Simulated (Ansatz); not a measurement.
An input for Ansatz 0.2.0 (TiNCl (layers cut from the bulk crystal)):

```yaml
crystal:
  lattice:
    - [3.2132973075, 0.0, 0.0]
    - [0.0, 3.9022373204, 0.0]
    - [0.0, 0.0, 33.5]
  atoms:
    - { symbol: Cl, position: [0.0, 0.0, 0.4228414415] }
    - { symbol: Ti, position: [0.5, 0.0, 0.477159103] }
    - { symbol: "N", position: [0.5, 0.5, 0.4883901801] }
    - { symbol: "N", position: [0.0, 0.0, 0.5116098199] }
    - { symbol: Ti, position: [0.0, 0.5, 0.522840897] }
    - { symbol: Cl, position: [0.5, 0.5, 0.5771585585] }
  periodic: [true, true, false]
kpoints:
  mp_grid: { grid: [4, 4, 1] }
  band_path:
    path: [[0.0, 0.0, 0.0], [0.5, 0.0, 0.0], [0.5, 0.5, 0.0], [0.0, 0.5, 0.0]]
    npoints: 1
hamiltonian:
  xc: hse06
  pseudopotentials: { kind: paw, azcp: { folder: soft_1 } }
scf:
  occupations: { method: fixed }
  n_extra_bands: 6
  convergence: { dr2_threshold: 1.0e-10 }
output:
  eigenvalues: true
  write_density: true
  write_potential: true
  elf: true
  volumetric_format: npy
```

```sh
ansatz run input.yaml --threads 4 --pin off --max-ram 17510MiB --backend cpu --events-out ev --progress --plain --runs-dir out
```

Q: Estimate wall time and host memory on 4 threads of Arm Neoverse N1, shared host.

It took 2.8 min; on shared hardware allow 83 s to 5.5 min. Peak host memory was 6.7 GiB. The sizes that set the cost: 8329 plane waves a state, 9 irreducible k points and 28 SCF cycles.

Exact exchange couples every pair of k points and filled bands, so it costs far more than a semilocal run.

[Paths, hosts, dates, memory and timing lines, banners, echoed tables and standing remarks are left out of the program output.]

[Logs are printed without paths, hosts, clocks, repeated set-up lines and the standing remarks that a program may print on its own settings, such as how far it seeks lower states.]

[Runs of the session that timed out or met a known fault of the program may be left out.]

[Cells called generated may have been cut or substituted from an entry of the Crystallography Open Database or the Materials Project.]

[Hosts, paths, dates, database ids (printed as entryN), source tags and the programs' standing remarks are cut or masked in the printed files.]
